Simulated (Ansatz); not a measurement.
# Ti3Ag: which shell does photoemission see at 21.2 and 1486.7 eV? (r²SCAN)

The valence band of Ti3Ag mixes several shells. Work out by hand which one leads the spectrum's area at each photon energy.

Filled states come from the projected DOS of Ansatz 0.2.0 (r²SCAN, plane waves); cross sections σ and asymmetry parameters β are those of free atoms in a Dirac–Hartree–Slater calculation. A shell's area is states × σ × angular factor, which is 1 + β·P₂(cos θ) for linear light, with θ = 0° from the polarisation and P₂ = 1.000.

**At 21.2 eV** (states counted from 8.6 eV below the zero; other shells add 0.82 to the products' sum of 39.9):

| shell | filled states a cell | cross section (Mb an electron) | β | angular factor | product | share by hand (%) | share in the simulated spectrum (%) |
| --- | --- | --- | --- | --- | --- | --- | --- |
| Ag 4d | 9.64 | 1.87 | -0.30 | 0.70 | 12.6 | 32 | 32 |
| Ti 3d | 8.96 | 2.54 | 0.16 | 1.16 | 26.4 | 66 | 66 |

**At 1486.7 eV** (states counted from 8.6 eV below the zero; other shells add 0.0028 to the products' sum of 0.0503):

```
shell  filled states a cell  cross section (Mb an electron)     β  angular factor  product  share by hand (%)  share in the simulated spectrum (%)
Ag 4d                  9.64                          0.0021  1.28            2.28   0.0461                 92                                   92
Ti 3d                  8.96                        9.17e-05  0.73            1.73  0.00142                  3                                    3
```

Ti 3d leads at 21.2 eV and Ag 4d at 1486.7 eV. Between the two energies σ of Ti 3d changes by a factor 3.6e-5 and that of Ag 4d by 0.0011, so their ratio moves 31-fold in favour of the second. The simulated spectrum uses the same rule on the energy-resolved DOS, so the two share columns agree within a few points.

Only crystals where the two columns agree within 4 points and the lead is clear are worked in this form. Free-atom cross sections ignore the solid's final states, no escape depth or background enters, and the count of states a shell hangs on the projection.

[Logs are printed without paths, hosts, clocks, repeated set-up lines and the standing remarks that a program may print on its own settings, such as how far it seeks lower states.]
